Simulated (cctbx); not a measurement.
# A crystallographic session in cctbx: Ag2S3

Library: cctbx 2025.11. The data are simulated by the first script.

## 1. Simulate the data

run.py:

```python
from cctbx import adptbx, crystal, miller, sgtbx, xray
from cctbx.array_family import flex
from iotbx.shelx import hklf
from scitbx import matrix
import scitbx.random

cs = crystal.symmetry(unit_cell=(5.84, 5.84, 5.84, 90, 90, 90), space_group_symbol='Hall: P 4n 2 3 -1n')  # Pn-3m
atoms = [  # label, site, U (iso, or U11 U22 U33 U12 U13 U23 in A^2), occupancy
    ("Ag1", (0.75, 0.25, 0.75), (0.0098, 0.0098, 0.0098, 0.0022, -0.0022, 0.0022), 0.97),
    ("S1", (0, 0, 0.5), (0.0203, 0.0203, 0.0174, 0.0000, 0.0000, 0.0000), 1),
]
xs = xray.structure(crystal_symmetry=cs)
for label, site, u, occ in atoms:
    u = adptbx.u_cif_as_u_star(cs.unit_cell(), u) if isinstance(u, tuple) else u
    xs.add_scatterer(xray.scatterer(label, site=site, u=u, occupancy=occ))
xs.set_inelastic_form_factors(0.6889, "sasaki")
xs.show_summary()
p1 = xs.expand_to_p1()
ms = miller.build_set(p1, anomalous_flag=True, d_min=0.65)
flex.set_random_seed(841287)
scitbx.random.set_random_seed(841287)
ms = ms.select(flex.random_double(ms.size()) < 0.95)
i = ms.structure_factors_from_scatterers(p1, algorithm="direct").f_calc().as_intensity_array().data()
i = i * 70000 / flex.max(i)
sig = flex.sqrt(i + flex.pow2(0.06 * i) + 4 ** 2)
noise = scitbx.random.variate(scitbx.random.normal_distribution())(i.size())
data = ms.array(data=i + sig * noise, sigmas=sig).set_observation_type_xray_intensity()
with open("data.hkl", "w") as f:
    data.export_as_shelx_hklf(f)
print("reflections written:", data.size(), " <I/sigma> = %.1f" % flex.mean(data.data() / data.sigmas()))
for h, a, b in list(data.sort("data"))[:12]:
    print("%4d%4d%4d %9.1f %7.1f" % (h + (a, b)))
```

```console
$ python run.py
```

```text
Number of scatterers: 2
At special positions: 2
Unit cell: (5.84, 5.84, 5.84, 90, 90, 90)
Space group: P n -3 m :1 (No. 224)
reflections written: 2837  <I/sigma> = 7.9
   2   0   2   79322.4  4208.3
   2   0  -2   77497.7  4208.3
   0  -2  -2   75806.9  4208.3
   2  -2   0   72533.3  4208.3
   0   2   2   72211.0  4208.3
  -2  -2   0   72022.0  4208.3
   0  -2   2   70015.1  4208.3
   0   2  -2   69793.8  4208.3
  -2   2   0   65126.7  4208.3
  -2   0   2   64720.4  4208.3
  -2   0  -2   64670.2  4208.3
   1   1   1   49573.2  2917.9
```

Run time: 0.27 s on 1 thread of Intel(R) Xeon(R) CPU @ 2.60GHz (Ice Lake), on a shared host, peak memory 0.07 GiB.

## 2. Refinement

run.py:

```python
import math
from cctbx import adptbx, crystal, maptbx, sgtbx, xray
from cctbx.array_family import flex
from cctbx.xray import observations
from iotbx.shelx import hklf
from scitbx.lstbx import normal_eqns_solving
from smtbx import absolute_structure, utils
from smtbx.refinement import constraints, least_squares

cs = crystal.symmetry(unit_cell=(5.84, 5.84, 5.84, 90, 90, 90), space_group_symbol='Hall: P 4n 2 3 -1n')  # Pn-3m
atoms = [  # label, site, U (iso, or U11 U22 U33 U12 U13 U23 in A^2), occupancy
    ("Ag1", (0.75, 0.25, 0.75), 0.0200, 1),
    ("S1", (0, 0, 0.5), 0.0200, 1),
]
xs = xray.structure(crystal_symmetry=cs)
for label, site, u, occ in atoms:
    u = adptbx.u_cif_as_u_star(cs.unit_cell(), u) if isinstance(u, tuple) else u
    xs.add_scatterer(xray.scatterer(label, site=site, u=u, occupancy=occ))
xs.set_inelastic_form_factors(0.6889, "sasaki")
xs.convert_to_anisotropic()
raw = hklf.reader(file_name="data.hkl").as_miller_arrays(crystal_symmetry=cs, anomalous=True)[0]
merged = raw.eliminate_sys_absent().merge_equivalents()
fo2 = merged.array().set_observation_type_xray_intensity()
print("Rint %.3f, %d unique reflections to %.2f A" % (merged.r_int(), fo2.size(), fo2.d_min()))
for sc in xs.scatterers():
    sc.flags.set_grad_site(True)
    sc.flags.set_grad_u_aniso(sc.flags.use_u_aniso())
    sc.flags.set_grad_u_iso(sc.flags.use_u_iso())
obs = fo2.as_xray_observations()
extra = {}
rep = constraints.reparametrisation(xs, [], utils.connectivity_table(xs), **extra)
ls = least_squares.crystallographic_ls(obs, rep, weighting_scheme=least_squares.mainstream_shelx_weighting(a=0, b=0))
print("cycle     R1     wR2    GooF  max shift (A)")
for cycle in range(12):
    ls.build_up()
    r1, wr2, goof = ls.r1_factor(cutoff_factor=2)[0], ls.wR2(), ls.goof()
    old = xs.sites_cart()
    normal_eqns_solving.levenberg_marquardt_iterations(ls, n_max_iterations=3, tau=1e-06, step_threshold=1e-7)
    big = flex.max((xs.sites_cart() - old).norms())
    print("%4d %7.4f %7.4f %7.3f %9.5f" % (cycle + 1, r1, wr2, goof, big))
    ls.build_up(objective_only=True)
    if abs(ls.wR2() - wr2) < 5e-5 and big < 5e-4:
        break
ls.build_up()
print("final R1 %.4f wR2 %.4f GooF %.3f  parameters %d  data/parameter %.1f" % (ls.r1_factor(cutoff_factor=2)[0], ls.wR2(), ls.goof(), ls.n_parameters, fo2.size() / ls.n_parameters))
cov = ls.covariance_matrix_and_annotations()
su = dict(zip(cov.annotations, (math.sqrt(max(v, 0)) for v in cov.matrix.matrix_packed_u_diagonal())))
a2 = cs.unit_cell().reciprocal_parameters()[0] ** -2
print("atom        x        y        z      Ueq    occ   su(xyz)  su(Uiso or U11)")
for sc in xs.scatterers():
    s = max(su.get(sc.label + k, 0) for k in (".x", ".y", ".z"))
    npd = "" if sc.is_positive_definite_u(cs.unit_cell()) else "  NPD"
    print("%-5s %8.5f %8.5f %8.5f %8.4f %6.3f %8.5f %7.4f%s" % ((sc.label,) + sc.site + (sc.u_iso_or_equiv(cs.unit_cell()), sc.occupancy, s, su.get(sc.label + ".uiso", su.get(sc.label + ".u11", 0) * a2), npd)))
fo = fo2.f_sq_as_f()
fc = fo.structure_factors_from_scatterers(xs, algorithm="direct").f_calc()
diff = fo.f_obs_minus_f_calc(1 / math.sqrt(ls.scale_factor()), fc).average_bijvoet_mates()
m = diff.fft_map(symmetry_flags=maptbx.use_space_group_symmetry, resolution_factor=0.25).apply_volume_scaling()
print("difference map: max %.2f min %.2f rms %.2f" % (m.statistics().max(), m.statistics().min(), m.statistics().sigma()))
peaks = m.peak_search(parameters=maptbx.peak_search_parameters(min_distance_sym_equiv=0.6, max_clusters=6)).all()
near = xs.closest_distances(peaks.sites(), distance_cutoff=4)
sps = cs.special_position_settings(min_distance_sym_equiv=0.5)
for k, (x, h) in enumerate(zip(peaks.sites(), peaks.heights())):
    ss = sps.site_symmetry(x)
    print("Q%-3d %7.4f %7.4f %7.4f %4d %7.2f  %.2f A from %s" % ((k + 1,) + tuple(t % 1 for t in ss.exact_site()) + (ss.multiplicity(), h, near.smallest_distances[k], xs.scatterers()[near.i_seqs[k]].label)))
```

```console
$ python run.py
```

```text
Rint 0.047, 88 unique reflections to 0.65 A
cycle     R1     wR2    GooF  max shift (A)
   1  0.1478  0.4409  24.689   0.00000
   2  0.0102  0.0244   1.367   0.00000
final R1 0.0102 wR2 0.0244 GooF 1.367  parameters 4  data/parameter 22.0
atom        x        y        z      Ueq    occ   su(xyz)  su(Uiso or U11)
Ag1    0.75000  0.25000  0.75000   0.0100  1.000  0.00000  0.0001
S1     0.00000  0.00000  0.50000   0.0185  1.000  0.00000  0.0002
difference map: max 0.39 min -0.86 rms 0.11
Q1    0.0000  0.0000  0.5000    6    0.40  0.00 A from S1
Q2    0.1357  0.1357  0.2577   24    0.23  0.95 A from Ag1
Q3    0.2500  0.2500  0.7500    4    0.18  2.53 A from S1
Q4    0.1326  0.2500  0.3674   24    0.16  0.97 A from Ag1
Q5    0.0678  0.0678  0.8305   24    0.15  2.01 A from S1
Q6    0.1035  0.1035  0.6619   24    0.14  1.27 A from S1
```

Time: 0.42 s.

This run holds a fault made on purpose: disorder ignored: each site full, of its main element.

## 3. Refinement (occupancies of the disordered sites free, main element alone)

run.py, as its changes from the last script of this kind:

```diff
@@ -12,2 +12,2 @@
-    ("Ag1", (0.75, 0.25, 0.75), 0.0200, 1),
-    ("S1", (0, 0, 0.5), 0.0200, 1),
+    ("Ag1", (0.75, 0.25, 0.75), 0.0120, 1),
+    ("S1", (0, 0, 0.5), 0.0120, 1),
@@ -28,0 +29 @@
+    sc.flags.set_grad_occupancy(sc.label in ('Ag1',))
@@ -34 +35 @@
-for cycle in range(12):
+for cycle in range(20):
@@ -53,0 +55 @@
+print("su of occupancy Ag1: %.3f" % su["Ag1.occ"])
```

```console
$ python run.py
```

```text
Rint 0.047, 88 unique reflections to 0.65 A
cycle     R1     wR2    GooF  max shift (A)
   1  0.1439  0.4386  24.710   0.00000
   2  0.0096  0.0228   1.286   0.00000
   3  0.0091  0.0216   1.219   0.00000
   4  0.0087  0.0206   1.163   0.00000
   5  0.0083  0.0198   1.117   0.00000
   6  0.0080  0.0192   1.079   0.00000
   7  0.0077  0.0186   1.048   0.00000
   8  0.0075  0.0182   1.024   0.00000
   9  0.0073  0.0178   1.004   0.00000
  10  0.0071  0.0175   0.988   0.00000
  11  0.0070  0.0173   0.976   0.00000
  12  0.0068  0.0171   0.966   0.00000
  13  0.0067  0.0170   0.958   0.00000
  14  0.0066  0.0169   0.952   0.00000
  15  0.0065  0.0168   0.947   0.00000
  16  0.0064  0.0167   0.943   0.00000
  17  0.0064  0.0167   0.940   0.00000
final R1 0.0063 wR2 0.0167 GooF 0.938  parameters 5  data/parameter 17.6
atom        x        y        z      Ueq    occ   su(xyz)  su(Uiso or U11)
Ag1    0.75000  0.25000  0.75000   0.0097  0.970  0.00000  0.0001
S1     0.00000  0.00000  0.50000   0.0192  1.000  0.00000  0.0001
su of occupancy Ag1: 0.003
difference map: max 0.19 min -0.20 rms 0.07
Q1    0.1338  0.1338  0.2586   24    0.20  0.96 A from Ag1
Q2    0.2500  0.2500  0.7500    4    0.19  2.53 A from S1
Q3    0.0000  0.0000  0.5000    6    0.15  0.00 A from S1
Q4    0.1307  0.2500  0.3693   24    0.14  0.99 A from Ag1
Q5    0.0000  0.0000  0.0000    2    0.12  2.53 A from Ag1
Q6    0.0043  0.1029  0.1029   24    0.12  1.88 A from Ag1
```

Run time: 0.84 s on 1 thread of Intel(R) Xeon(R) CPU @ 2.60GHz (Ice Lake) (shared host), peak memory 0.09 GiB.

[Logs are printed without paths, hosts, clocks, repeated set-up lines and the standing remarks that a program may print on its own settings, such as how far it seeks lower states.]
